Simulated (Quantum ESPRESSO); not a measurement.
# Near-edge structure at the C K edge of Dy2C (R-3m), part 2 of 4

Aim: the near-edge shape at the C K edge of Dy2C (R-3m), and what the core hole does to it.

Quantum ESPRESSO 7.5; X-ray absorption near-edge structure, plane-wave PAW LDA, one-electron final states by a Lanczos continued fraction.

So far. Step 2 (The field without a hole): The mesh shows no gap, so the system is treated as a metal and the core electron is put at the Fermi level (neutral cell). Step 3 (Spectrum without a core hole, C atom 3): Main maxima below 24 eV (height): 5.5 eV (1.42), 7.6 eV (2.27), 11.6 eV (1.45), 13.0 eV (1.32), 17.5 eV (0.90) and 23.5 eV (1.03). A K edge sees empty p states on the absorber.

**6. The atom with a core hole**

Level of this step: all-electron atom with a core hole and its PAW potential, LDA, scalar-relativistic (Quantum ESPRESSO).

The frozen core must hold the hole, so the absorber gets a data set of its own.

File C.lda-n-kjpaw-1sch.ld1.in:

```
&input
   title='C', zed=6., rel=1, iswitch=3, dft='PZ',
   config='1s1 2s2 2p3'
/
&inputp
   file_pseudopw='C.lda-n-kjpaw-1sch.UPF', author='',
   lpaw=.true.,
   pseudotype=3,
   lloc=-1,
   rcloc=0.9,
   which_augfun='PSQ',
   rmatch_augfun_nc=.true.,
   nlcc=.true.,
   new_core_ps=.true.,
   rcore=0.7,
   tm=.true.,
   zval=5,
   lgipaw_reconstruction=.true., use_paw_as_gipaw=.true.
/
4
2S  1  0  2.00  0.00  1.00  1.20  0.0
2S  1  0  0.00  3.00  1.00  1.20  0.0
2P  2  1  3.00  0.00  0.90  1.40  0.0
2P  2  1  0.00  0.05  0.90  1.40  0.0
```

Command:

```sh
$ ld1.x < C.lda-n-kjpaw-1sch.ld1.in > C.lda-n-kjpaw-1sch.ld1.out
```

Log:

```text
     [... banner and references ...]
PAW data will be used for GIPAW calculation
     --------------------------- All-electron run ----------------------------

     C
     scalar relativistic calculation

     atomic number is  6.00
     dft =PZ   lsd =0 sic =0 latt =0  beta=0.20 tr2=1.0E-14
     Exchange-correlation= PZ
                           (   1   1   0   0   0   0   0)
     mesh =1073 r(mesh) = 100.30751 a.u. xmin = -7.00 dx = 0.01250
     1 Ry =  13.60569312 eV, c = 137.03599908

     n l     nl                  e(Ry)          e(Ha)          e(eV)
     1 0     1S 1( 1.00)       -23.2328       -11.6164      -316.0979
     2 0     2S 1( 2.00)        -1.1818        -0.5909       -16.0797
     2 1     2P 1( 3.00)        -0.5717        -0.2859        -7.7784

     final scf error:  6.3E-15 reached in  32 iterations

     Etot =     -53.774043 Ry,     -26.887022 Ha,    -731.633133 eV

     Ekin =      53.372641 Ry,      26.686321 Ha,     726.171780 eV
     Encl =    -128.611913 Ry,     -64.305957 Ha,   -1749.854222 eV
     Eh   =      28.740609 Ry,      14.370304 Ha,     391.035902 eV
     Exc  =      -7.275380 Ry,      -3.637690 Ha,     -98.986593 eV

     normalization and overlap integrals

     s(1S/1S) =  1.000000  <r> =   0.2594  <r2> =    0.0906  r(max) =   0.1688
     s(1S/2S) = -0.000134
     s(2S/2S) =  1.000000  <r> =   1.4319  <r2> =    2.4901  r(max) =   1.1005
     s(2P/2P) =  1.000000  <r> =   1.4619  <r2> =    2.8072  r(max) =   0.9712

     ------------------------ End of All-electron run ------------------------

     --------------------- Generating PAW atomic setup --------------------

      Generating local potential from pseudized AE potential:
      Matching radius rcloc =   0.9000

[...]
(   1   1   0   0   0   0   0)
     mesh =1073 r(mesh) = 100.30751 a.u. xmin = -7.00 dx = 0.01250
     1 Ry =  13.60569312 eV, c = 137.03599908

     n l     nl                  e(Ry)          e(Ha)          e(eV)
[...]
final scf error:  6.3E-15 reached in  32 iterations

     Etot =     -53.774043 Ry,     -26.887022 Ha,    -731.633133 eV

     Ekin =      53.372641 Ry,      26.686321 Ha,     726.171780 eV
     Encl =    -128.611913 Ry,     -64.305957 Ha,   -1749.854222 eV
     Eh   =      28.740609 Ry,      14.370304 Ha,     391.035902 eV
     Exc  =      -7.275380 Ry,      -3.637690 Ha,     -98.986593 eV

     normalization and overlap integrals

     s(1S/1S) =  1.000000  <r> =   0.2594  <r2> =    0.0906  r(max) =   0.1688
     s(1S/2S) = -0.000134
     s(2S/2S) =  1.000000  <r> =   1.4319  <r2> =    2.4901  r(max) =   1.1005
     s(2P/2P) =  1.000000  <r> =   1.4619  <r2> =    2.8072  r(max) =   0.9712

     ------------------------ End of All-electron run ------------------------

     ---------------------- Testing the pseudopotential ----------------------

     C
     scalar relativistic calculation

     atomic number is  6.00   valence charge is  5.00
     dft = SLA  PZ   NOGX NOGC   lsd =0 sic =0 latt =0  beta=0.20 tr2=1.0E-14
     mesh =1073 r(mesh) = 100.30751 xmin = -7.00 dx = 0.01250

     n l     nl             e AE (Ry)        e PS (Ry)    De AE-PS (Ry)
     1 0     2S   1( 2.00)       -1.18184       -1.18185        0.00001
     2 1     2P   1( 3.00)       -0.57170       -0.57171        0.00000

     eps = 2.8E-17  iter =  4

     Etot =     -53.774043 Ry,     -26.887022 Ha,    -731.633133 eV
     Etotps =   -21.421566 Ry,     -10.710783 Ha,    -291.455247 eV

     Ekin =      19.252164 Ry,       9.626082 Ha,     261.939038 eV
     Encl =     -49.305716 Ry,     -24.652858 Ha,    -670.838446 eV
     Ehrt =      15.907365 Ry,       7.953682 Ha,     216.430725 eV
     Ecxc =      -7.275378 Ry,      -3.637689 Ha,     -98.986565 eV
     (Ecc =      -0.299787 Ry,      -0.149894 Ha,      -4.078811 eV)

     ---------------------- End of pseudopotential test ----------------------
```

Elapsed: 0.85 s, on 1 MPI rank of Intel Xeon Platinum 8488C (Sapphire Rapids), shared host; peak memory 0.12 GiB.

Removing the core electron and adding it to the valence shell costs the free atom 287.2 eV.

**7. Supercell with XCH, C atom 3**

The holes are 6.2 Å apart. The excited electron is kept in the cell, where it fills the lowest empty states and screens the hole.

File scf.in:

```
&control
   calculation='scf', prefix='x', pseudo_dir='../pp', outdir='tmp', tprnfor=.true.
/
&system
   ibrav=0, nat=9, ntyp=3, nbnd=49
   ecutwfc=43, ecutrho=400
   occupations='smearing', smearing='mv', degauss=0.015
/
&electrons
   conv_thr=9.0e-08, electron_maxstep=120
   mixing_beta=0.5
/
ATOMIC_SPECIES
Dy 1.0 Dy.lda-spdn-kjpaw.UPF
C0 1.0 C.lda-n-kjpaw-1sch.UPF
C 1.0 C.lda-n-kjpaw.UPF
CELL_PARAMETERS angstrom
  -5.38766789 -3.11057151 0.00000000
  5.38766789 -3.11057151 0.00000000
  1.79588930 1.03685717 6.11639448
ATOMIC_POSITIONS crystal
Dy   0.73970792 0.00000000 0.21912376
Dy   0.40637459 0.33333333 0.21912376
Dy   0.07304125 0.66666667 0.21912376
Dy   0.26029208 0.00000000 0.78087624
Dy   0.92695875 0.33333333 0.78087624
Dy   0.59362541 0.66666667 0.78087624
C0   0.00000000 0.00000000 0.00000000
C    0.66666667 0.33333333 0.00000000
C    0.33333333 0.66666667 0.00000000
K_POINTS automatic
5 5 4 0 0 0
```

Command:

```sh
$ OMP_NUM_THREADS=1 mpirun --oversubscribe --bind-to none -np 4 pw.x -nk 4 -in scf.in > scf.out
```

Log:

```text
     [... banner and references ...]
[banner, memory and clock lines left out]
using ibrav=0 with symmetry is DISCOURAGED, use correct ibrav instead

     G-vector sticks info

     bravais-lattice index     =            0
     lattice parameter (alat)  =      11.7563  a.u.
     unit-cell volume          =    1383.4488 (a.u.)^3
     number of atoms/cell      =            9
     number of atomic types    =            3
     number of electrons       =        79.00
     number of Kohn-Sham states=           49
     kinetic-energy cutoff     =      43.0000  Ry
     charge density cutoff     =     400.0000  Ry
     scf convergence threshold =      9.0E-08
     mixing beta               =       0.5000
     number of iterations used =            8  plain     mixing
     Exchange-correlation= SLA  PZ   NOGX NOGC
                           (   1   1   0   0   0   0   0)

     celldm(1)=  11.756256  celldm(2)=   0.000000  celldm(3)=   0.000000
     celldm(4)=   0.000000  celldm(5)=   0.000000  celldm(6)=   0.000000

     crystal axes: (cart. coord. in units of alat)
               a(1) = (  -0.866025  -0.500000   0.000000 )
               a(2) = (   0.866025  -0.500000   0.000000 )
               a(3) = (   0.288675   0.166667   0.983162 )

     reciprocal axes: (cart. coord. in units 2 pi/alat)
               b(1) = ( -0.577350 -1.000000  0.339042 )
               b(2) = (  0.577350 -1.000000 -0.000000 )
               b(3) = (  0.000000  0.000000  1.017126 )

     PseudoPot. #1 for Dy:     Pseudo is Projector augmented-wave + core cor, Zval = 11.0

     ../pp/C.lda-n-kjpaw-1sch.UPF
     Pseudo is Projector augmented-wave + core cor, Zval =  5.0
[...]
Davidson diagonalization with overlap
     ethr =  4.09E-10,  avg # of iterations =  4.7

     End of self-consistent calculation

          k = 0.0000 0.0000 0.0000 (  6615 PWs)   bands (ev):

   -37.0333 -36.9762 -36.9685 -36.9683 -36.9648 -36.9646 -13.2538 -13.1400
   -13.1077 -13.0752 -13.0690 -13.0516 -13.0384 -12.8934 -12.8544 -12.7043
   -12.6995 -12.6736 -12.6613 -12.6337 -12.6318 -12.5588 -12.5582 -12.5580
    -0.9551   0.9444   1.4912   5.7324   6.4013   6.4422   7.5228   7.5490
     7.5993   7.8656   8.1323   8.1529   8.4943   9.9963   9.9984  10.4286
    10.4405  10.9926  11.2355  11.6015  11.6885  11.9346  11.9642  11.9645
    12.8274

     [... bands of 32 further k-points ...]

     the Fermi energy is    10.0073 ev

!    total energy              =   -3487.13684300 Ry
     total all-electron energy =   -145998.782945 Ry
     estimated scf accuracy    <          2.6E-09 Ry
     smearing contrib. (-TS)   =      -0.00404844 Ry
     internal energy E=F+TS    =   -3487.13279456 Ry

     The total energy is F=E-TS. E is the sum of the following terms:
     one-electron contribution =    -123.36755929 Ry
     hartree contribution      =      97.50936205 Ry
     xc contribution           =    -382.03708229 Ry
     ewald contribution        =    -374.68861493 Ry
     one-center paw contrib.   =   -2704.54890010 Ry

     convergence has been achieved in  15 iterations

     Forces acting on atoms (cartesian axes, Ry/au):

     atom    1 type  1   force =    -0.00856866   -0.00494712   -0.01893901
     atom    2 type  1   force =     0.00009224    0.00990306   -0.01905737
     atom    3 type  1   force =     0.00862242   -0.00487165   -0.01905737
[...]
atom    8 type  3   force =     0.00011324   -0.00019613   -0.00000000
     atom    9 type  3   force =    -0.00011324    0.00019613    0.00000000

     Total force =     0.052520     Total SCF correction =     0.000118

     XML data file, charge density, pseudopotentials, collected wavefunctions
```

Wall time 72 s (4 MPI ranks); peak memory 0.35 GiB; 4.8 min of CPU time.

Energy with the hole: -1986414.637 eV, cores included.

(Part 2 of 4 ends here.)

[Banner, clock and machine lines of the logs are left out without a mark of their own.]

[Logs are printed without paths, hosts, clocks, repeated set-up lines and the standing remarks that a program may print on its own settings, such as how far it seeks lower states.]

[Hosts, paths, dates, database ids (printed as entryN), source tags and the programs' standing remarks are cut or masked in the printed files.]

[Lists of maxima count a maximum above −3 eV only where it reaches 4 % of the highest in the window and stands out from its surroundings by 2 % of it (1.5 % where it reaches 55 %); shoulders and weaker maxima are passed over, and of the rest the first, up to two pre-edge ones and the few strongest are named.]
